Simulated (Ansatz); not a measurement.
# Selenium (P3_121, 3 atoms a cell): the PBE gap against the wavefunction cutoff

Aim: see how gap, energy and time of Selenium (P3_121, 3 atoms a cell) follow the wavefunction cutoff.

Program: Ansatz 0.2.0. Level of theory: DFT, PBE, plane waves, PAW; PAW set soft_1. Results are calculated unless marked as measured.

### Step 1. The starting structure

It takes space group P3_121 (No. 152, trigonal). Conventional cell: a = 4.366 Å, b = 4.366 Å, c = 4.954 Å, α = 90.00°, β = 90.00°, γ = 120.00°. Nearest to Se lie 2 Se at 2.37 Å.

Structure file:

```cif
data_structure
_symmetry_space_group_name_H-M 'P 1'
_symmetry_Int_Tables_number 1
_cell_length_a 4.3662
_cell_length_b 4.3662
_cell_length_c 4.9536
_cell_angle_alpha 90.000
_cell_angle_beta 90.000
_cell_angle_gamma 120.000
_cell_volume 81.78
loop_
_atom_site_label
_atom_site_type_symbol
_atom_site_fract_x
_atom_site_fract_y
_atom_site_fract_z
_atom_site_occupancy
Se1 Se 0.22540 0.00000 0.33333 1
Se2 Se 0.00000 0.22540 0.66667 1
Se3 Se 0.77460 0.77460 0.00000 1
```

The cell and positions come from the Crystallography Open Database and are kept as given unless a step says otherwise.

### Step 2. Wavefunction cutoff: 190 eV

input.yaml

```yaml
crystal:
  lattice:
    - [4.3662, 0.0, 0.0]
    - [-2.1831, 3.781240118, 0.0]
    - [0.0, 0.0, 4.9536]
  atoms:
    - { symbol: Se, position: [0.2254, 0.0, 0.3333333333] }
    - { symbol: Se, position: [0.0, 0.2254, 0.6666666667] }
    - { symbol: Se, position: [0.7746, 0.7746, 0.0] }
kpoints:
  mp_grid: { grid: [6, 6, 6] }
  band_path:
    path:
      - [0.0, 0.0, 0.0]
      - [0.5, 0.0, 0.0]
      - [0.33333333, 0.33333333, 0.0]
      - [0.0, 0.0, 0.5]
      - [0.5, 0.0, 0.5]
      - [0.33333333, 0.33333333, 0.5]
      - [0.349999997, 0.299999997, 0.5]
    npoints: 1
hamiltonian:
  xc: pbe
  pseudopotentials: { kind: paw, azcp: { folder: soft_1 } }
scf:
  occupations: { method: fermi_dirac, width: 0.02 }
  n_extra_bands: 5
  max_iter: 80
output:
  eigenvalues: true
  forces: true
  stress: true
  write_density: true
  write_potential: true
  elf: true
  volumetric_format: npy
basis:
  ecutwfc: 190.0
```

On the command line:

```sh
$ ansatz run input.yaml --threads 3 --pin off --max-ram 92160MiB --backend cuda --events-out ev --progress --plain --runs-dir out --devices 1 --max-vram 13GiB
```

Numbers of over 12 decimals in the logs are rounded to 6 here.

The log of the run:

```text
Warning: basis.ecutwfc = 190 eV is below the records' recommended 420 eV, and the density's cutoff is lower with it unless basis.ecutrho_ratio is high enough to keep the records' density cutoff: compare with a run at a higher cutoff
scf.n_extra_bands = 5 over 24 filled bands (N_el = 48.0): the run solves 29 bands
GPUs: using 1 of 1 available (devices: 1).
Engine: ansatz 0.2.0, x86_64-unknown-linux-gnu
Pseudopotentials: kind: paw
Pseudopotential: Se, paw, valence charge 16, recommended cutoff 420 eV (normal), soft_1/Se.paw.azcp
Functional definition: PBE
  parameter kappa = 0.804
  parameter beta = 0.066725
  exchange = pbe_x(kappa = kappa, mu = beta*pi^2/3)
  correlation = pbe_c(beta = beta)
device memory: the entry about to start is reckoned to put 1.3 GiB on a device that reports 37.0 GiB free (of which the cap on the GPU budget leaves the run 13.0 GiB)
GPU FFT provider: cuFFT
GPU libraries: cuBLAS 13.8.2, cuFFT 12.4.0, cuSOLVER 12.3.4
Crystal: 3 atoms, lattice volume = 81.782 Å³
Basis set: ecut = 190 eV, 467 PW (Γ), exchange–correlation on 40×40×48 points (8 copies of the dense FFT grid, shifted against one another)
Bands: 29, of which v1, the nominal top of the filled ones, is band 24 counted from 1 (23 counted from 0)
Symmetry: 6 space group operations
Space group: P3121 (ITA 152), of the structure as read, at distance tolerance 4.3e-5 Å
k-points: 34 of 216 (time reversal used)
Non-local potential: Se, projectors of the file, l = 0: 2, l = 1: 2, l = 2: 3, l = 3: 1
PAW form: soft (Blöchl's): semilocal exchange-correlation on the pseudo side does not see the compensation charge
PAW one-centre angular grid: Se, 590 points (default); XC on 64 Gauss nodes
Initial density: superposition of atomic densities (chi_scale 0.1, normalization cell)
Initial wavefunctions: pseudopotential atomic-orbital guess
GPU buffer pool allocated for 9600 grid points (all kernels)
GPU transforms: local potential and band sums: pruned to the plane-wave sphere, on 20×20×24
Functional: x = pbe(κ = 0.804, μ = 0.219515), c = pbe(β = 0.066725)
iter 1 solved again at ethr=9.55e-4 eV; its pass at ethr=3.10e-3 eV (dr2=4.58e-1 eV) is discarded
SCF iter   1: F=—  HF=-16396.058366 eV  |F-HF|=—  |Δ(HF+E_count)|=         —  Δρ=3.03e-2  dr2=4.55e-1  ethr=9.55e-4  ⟨swp⟩=1.0  Hψ=4788  notcnv=0
preconditioner: auto → Resta (q_TF=auto, 2.496 Å⁻¹)  ε∞=3.7  [insulator: Δε(μ)=1.149 eV  Ē_g=10.533 eV  σ=0.020 eV  W_gap=1.00  n_scr=20 (ndim 8)  ℏωp=17.4 eV  f_vac=0.151  D(μ)=0.00/eV (n_scr^D=0)  ε∞_Penn≈3.7  vacuum switching on, ρ_ref=8.0e-3 e/Å³]
SCF iter   2: F=—  HF=-16393.313392 eV  |F-HF|=—  |Δ(HF+E_count)|=    2.74e0  Δρ=1.79e-2  dr2=2.06e-1  ethr=9.49e-4  ⟨swp⟩=2.3  Hψ=1983  notcnv=0  defer=2
SCF iter   3: F=—  HF=-16392.950310 eV  |F-HF|=—  |Δ(HF+E_count)|=   3.63e-1  Δρ=6.47e-3  dr2=3.67e-2  ethr=4.30e-4  ⟨swp⟩=2.0  Hψ=1972  notcnv=0
SCF iter   4: F=—  HF=-16392.941847 eV  |F-HF|=—  |Δ(HF+E_count)|=   8.46e-3  Δρ=7.99e-4  dr2=3.75e-4  ethr=7.64e-5  ⟨swp⟩=2.0  Hψ=1444  notcnv=0
SCF iter   5: F=—  HF=-16392.943246 eV  |F-HF|=—  |Δ(HF+E_count)|=   1.40e-3  Δρ=1.18e-4  dr2=9.68e-6  ethr=7.81e-7  ⟨swp⟩=2.0  Hψ=1292  notcnv=0
SCF iter   6: F=—  HF=-16392.943377 eV  |F-HF|=—  |Δ(HF+E_count)|=   1.31e-4  Δρ=2.67e-5  dr2=6.37e-7  ethr=2.02e-8  ⟨swp⟩=2.0  Hψ=1215  notcnv=0
SCF iter   7: F=-16392.943380 eV  HF=-16392.943380 eV  |F-HF|=4.43e-8  |Δ(HF+E_count)|=   2.31e-6  Δρ=3.31e-6  dr2=6.81e-9  ethr=2.08e-10  ⟨swp⟩=8.2  Hψ=6546  notcnv=0
SCF 1 converged in 7 iterations: F = -16392.943380 eV  dr2 = 6.81e-9
[...]
device memory: the entry about to start is reckoned to put 0.8 GiB on a device that reports 37.0 GiB free (of which the cap on the GPU budget leaves the run 13.0 GiB)
NSCF: frozen V_eff on 7 k-points
SCF converged after 7 iterations
Free energy (F): -16392.943380 eV
Harris-Foulkes:  -16392.943380 eV  (|F-HF|=4.43e-8)
Internal energy: -16392.943380 eV  (E = F + TS)
E sigma→0 (E₀):  -16392.943380 eV
Fermi energy:    6.763820 eV
--- Per-component energies (eV) ---
  E_band       = -1375.452750
  E_kinetic    = 339.730920
  E_local      = -8452.839948  (includes V_loc(G=0)·N_el)
  E_nonlocal   = -911.348305
  E_hartree    = 4402.305287
  E_xc         = -255.746677
  E_vxc        = -271.156933  (∫ρ·V_xc dr)
  E_paw        = -6533.090082  (= ΣΔE_a)
  E_vpaw       = -884.067023  (= ΣTr[D̂ρ^β])
  E_aug_tail   = -0.379921  (compensation charges beyond the density's cutoff)
  E_ewald      = -4981.574654
  E_smearing   = -0.000000  (= −TS)
  E_closure    = 0.000000  (closes the sum)
  Σ components = -16392.943380   (vs F -16392.943380, Δ=0.00e0)
--- Forces (eV/Å), atoms counted from 1 ---
  atom   1  Se     0.25552945    -0.00000000     0.00000000
  atom   2  Se    -0.12776472     0.22129499    -0.00000000
  atom   3  Se    -0.12776472    -0.22129499    -0.00000000
  max |Σ_I F_I| component: 5.55e-17 eV/Å
--- Stress (GPa, compression-positive) ---
        1.554202       0.000000      -0.000000
        0.000000       1.554202       0.000000
       -0.000000       0.000000       3.717081
  P = ⅓ Tr σ = 2.2752 GPa (22.752 kbar)
--- Band table (eV; the first three rows and the last of 34) ---
  k-point 0: bands = [... 20 lower, 2.5609, 4.2785, 4.2785, 5.8600, 8.1249, 8.1249, 8.4638, 12.5219, ... 1 higher]
  k-point 1: bands = [... 20 lower, 2.6892, 4.2967, 4.5311, 5.6630, 7.9237, 7.9332, 8.2134, 13.1363, ... 1 higher]
  k-point 2: bands = [... 20 lower, 2.8571, 4.4785, 4.9430, 5.2059, 7.5763, 7.6680, 7.7905, 13.1750, ... 1 higher]
  k-point 33: bands = [... 20 lower, 1.3901, 5.3005, 6.0398, 6.0398, 7.2595, 8.9712, 8.9712, 13.2081, ... 1 higher]
```

It took 5.7 s on 1 × NVIDIA H100 80GB HBM3 (shared by 6 runs) with 3 threads of AMD EPYC 7R13 (Zen 3), shared host; peak memory 0.93 GiB; 8.1 s of CPU time.

Reading the cycles: dr2 is the Hartree energy of the density residual (eV), the measure of convergence; HF is the Harris–Foulkes estimate of the energy, which meets the free energy F at convergence.

Numbers from this step:

| Property | Result |
| --- | --- |
| pressure | 2.275 GPa |
| gap | 0.9995 eV |
| valence top at | L |
| conduction bottom at | H |
| least direct gap | 1.183 eV |

The gap is indirect, with the least direct gap 0.18 eV higher.

### Step 3. Wavefunction cutoff: 290 eV

input.yaml, as its differences from that of step 2:

```diff
@@ -25,3 +25,3 @@
 scf:
-  occupations: { method: fermi_dirac, width: 0.02 }
+  occupations: { method: fixed }
   n_extra_bands: 5
@@ -32,7 +32,3 @@
   stress: true
-  write_density: true
-  write_potential: true
-  elf: true
-  volumetric_format: npy
 basis:
-  ecutwfc: 190.0
+  ecutwfc: 290.0
```

The log of the run:

```text
[...]
GPUs: using 1 of 1 available (devices: 1).
[...]
GPU FFT provider: cuFFT
GPU libraries: cuBLAS 13.8.2, cuFFT 12.4.0, cuSOLVER 12.3.4
Crystal: 3 atoms, lattice volume = 81.782 Å³
Basis set: ecut = 290 eV, 877 PW (Γ), exchange–correlation on 50×50×60 points (8 copies of the dense FFT grid, shifted against one another)
[...]
k-point 0: bands = [... 20 lower, 2.7512, 4.4656, 4.4656, 6.0968, 8.3953, 8.3953, 8.6799, 12.6830, ... 1 higher]
  k-point 1: bands = [... 20 lower, 2.9194, 4.4831, 4.7266, 5.8930, 8.1722, 8.1905, 8.4291, 13.3200, ... 1 higher]
  k-point 2: bands = [... 20 lower, 3.0824, 4.6671, 5.1544, 5.4196, 7.7950, 7.9072, 8.0016, 13.0414, ... 1 higher]
  k-point 33: bands = [... 20 lower, 1.5576, 5.5228, 6.2920, 6.2920, 7.5392, 9.2265, 9.2265, 13.1939, ... 1 higher]
[key lines of the parts left out:]
SCF converged after 7 iterations
Free energy (F): -16407.035662 eV
Fermi energy:    6.520341 eV
P = ⅓ Tr σ = 2.8785 GPa (28.785 kbar)
```

It took 7.4 s on 1 × NVIDIA H100 80GB HBM3 (shared by 6 runs) with 3 threads; peak memory 0.93 GiB; 12 s of CPU time.

This step gave:

| Quantity | Value |
| --- | --- |
| pressure | 2.878 GPa |
| gap | 1.019 eV |
| valence top at | L |
| conduction bottom at | H |
| least direct gap | 1.208 eV |

The gap is 1.019 eV, +0.019 eV from the run before at this level.

### Step 4. Wavefunction cutoff: 420 eV (the default)

input.yaml, the sections that differ from step 3:

```yaml
kpoints:
  mp_grid: { grid: [6, 6, 6] }
  band_path:
    path:
      - [[0.0, 0.0, 0.0], [0.5, 0.0, 0.0], [0.33333333, 0.33333333, 0.0], [0.0, 0.0, 0.0], [0.0, 0.0, 0.5], [0.5, 0.0, 0.5], [0.33333333, 0.33333333, 0.5], [0.0, 0.0, 0.5]]
      - [[0.5, 0.0, 0.5], [0.5, 0.0, 0.0]]
      - [[0.33333333, 0.33333333, 0.5], [0.33333333, 0.33333333, 0.0]]
    npoints: 10
scf:
  occupations: { method: fermi_dirac, width: 0.02 }
  n_extra_bands: 5
output:
  eigenvalues: true
  forces: true
  stress: true
  write_density: true
  write_potential: true
  elf: true
  volumetric_format: npy
# crystal, hamiltonian: as in step 3
# basis: removed
```

The log of the run:

```text
[...]
GPUs: using 1 of 1 available (devices: 1).
[...]
GPU FFT provider: cuFFT
GPU libraries: cuBLAS 13.8.2, cuFFT 12.4.0, cuSOLVER 12.3.4
Crystal: 3 atoms, lattice volume = 81.782 Å³
Basis set: ecut = 420 eV, 1583 PW (Γ), exchange–correlation on 60×60×72 points (8 copies of the dense FFT grid, shifted against one another)
[...]
k-point 0: bands = [... 20 lower, 2.7573, 4.4706, 4.4706, 6.1041, 8.4023, 8.4023, 8.6786, 12.6861, ... 1 higher]
  k-point 1: bands = [... 20 lower, 2.9264, 4.4884, 4.7325, 5.9002, 8.1793, 8.1964, 8.4302, 13.3239, ... 1 higher]
  k-point 2: bands = [... 20 lower, 3.0892, 4.6725, 5.1613, 5.4261, 7.8001, 7.9124, 8.0043, 13.0129, ... 1 higher]
  k-point 33: bands = [... 20 lower, 1.5635, 5.5290, 6.2983, 6.2983, 7.5496, 9.2293, 9.2293, 13.1806, ... 1 higher]
[key lines of the parts left out:]
SCF converged after 7 iterations
Free energy (F): -16407.228769 eV
Fermi energy:    7.042513 eV
P = ⅓ Tr σ = 2.7763 GPa (27.763 kbar)
```

Run time: 7.8 s. Hardware: 1 × NVIDIA H100 80GB HBM3 (shared by 6 runs) with 3 threads; peak memory 0.97 GiB; 10 s of CPU time.

Numbers from this step:

```yaml
pressure: 2.776 GPa
gap: 1.022 eV
valence_top_at: L
conduction_bottom_at: H
least_direct_gap: 1.211 eV
```

The gap is 1.022 eV, +0.003 eV from the run before at this level.

### Step 5. Wavefunction cutoff: 630 eV

input.yaml, the sections that differ from step 4:

```yaml
kpoints:
  mp_grid: { grid: [6, 6, 6] }
  band_path:
    path:
      - [0.0, 0.0, 0.0]
      - [0.5, 0.0, 0.0]
      - [0.33333333, 0.33333333, 0.0]
      - [0.0, 0.0, 0.5]
      - [0.5, 0.0, 0.5]
      - [0.33333333, 0.33333333, 0.5]
      - [0.349999997, 0.299999997, 0.5]
    npoints: 1
scf:
  occupations: { method: fixed }
  n_extra_bands: 5
  max_iter: 80
output:
  eigenvalues: true
  forces: true
  stress: true
basis:
  ecutwfc: 630.0
# crystal, hamiltonian: as in step 4
```

The log of the run:

```text
[...]
GPUs: using 1 of 1 available (devices: 1).
[...]
GPU FFT provider: cuFFT
GPU libraries: cuBLAS 13.8.2, cuFFT 12.4.0, cuSOLVER 12.3.4
Crystal: 3 atoms, lattice volume = 81.782 Å³
Basis set: ecut = 630 eV, 2943 PW (Γ), exchange–correlation on 72×72×90 points (8 copies of the dense FFT grid, shifted against one another)
[...]
k-point 0: bands = [... 20 lower, 2.7571, 4.4704, 4.4704, 6.1039, 8.4020, 8.4020, 8.6783, 12.6855, ... 1 higher]
  k-point 1: bands = [... 20 lower, 2.9262, 4.4882, 4.7324, 5.9000, 8.1791, 8.1963, 8.4300, 13.3233, ... 1 higher]
  k-point 2: bands = [... 20 lower, 3.0891, 4.6723, 5.1612, 5.4260, 7.7998, 7.9122, 8.0040, 13.0122, ... 1 higher]
  k-point 33: bands = [... 20 lower, 1.5634, 5.5288, 6.2981, 6.2981, 7.5494, 9.2290, 9.2290, 13.1801, ... 1 higher]
[key lines of the parts left out:]
SCF converged after 7 iterations
Free energy (F): -16407.230393 eV
Fermi energy:    6.527133 eV
P = ⅓ Tr σ = 2.7720 GPa (27.720 kbar)
```

It took 7.6 s on 1 × NVIDIA H100 80GB HBM3 (shared by 6 runs) with 3 threads; peak memory 0.93 GiB.

Numbers from this step:

```yaml
pressure: 2.772 GPa
gap: 1.022 eV
valence_top_at: L
conduction_bottom_at: H
least_direct_gap: 1.212 eV
```

The gap is 1.022 eV, as in the run before at this level.

### Step 6. The series

Differences are against the last row; a negative gap means that bands overlap, and a run with a band path holds that path's time. Times are wall times on 1 × NVIDIA H100 80GB HBM3 (shared by 6 runs) with 3 threads of AMD EPYC 7R13 (Zen 3), shared host, good to a factor of about two.

```tsv
wavefunction cutoff	gap (eV)	direct gap (eV)	gap error (eV)	energy error (meV/atom)	irreducible k	time
190 eV	1.000	1.183	−0.023	+4762.3	34	5.7 s
290 eV	1.019	1.208	−0.003	+64.9	34	7.4 s
420 eV	1.022	1.211	−0.0001	+0.5	34	7.8 s
630 eV	1.022	1.212	+0.000	+0.0	34	7.6 s
```

### Step 7. What came out

| Property | Result |
| --- | --- |
| 190 eV | 1.000 eV |
| 290 eV | 1.019 eV |
| 420 eV | 1.022 eV |
| 630 eV | 1.022 eV |

What this shows: The gap holds to 0.02 eV from 290 eV on. At 190 eV the gap is off by −0.023 eV and the energy by +4762 meV/atom.

[Paths, hosts, dates, memory and timing lines, banners, echoed tables and standing remarks are left out of the program output.]

[Logs are printed without paths, hosts, clocks, repeated set-up lines and the standing remarks that a program may print on its own settings, such as how far it seeks lower states.]

[Runs of the session that timed out or met a known fault of the program may be left out.]

[Cells called generated may have been cut or substituted from an entry of the Crystallography Open Database or the Materials Project.]

[Hosts, paths, dates, database ids (printed as entryN), source tags and the programs' standing remarks are cut or masked in the printed files.]
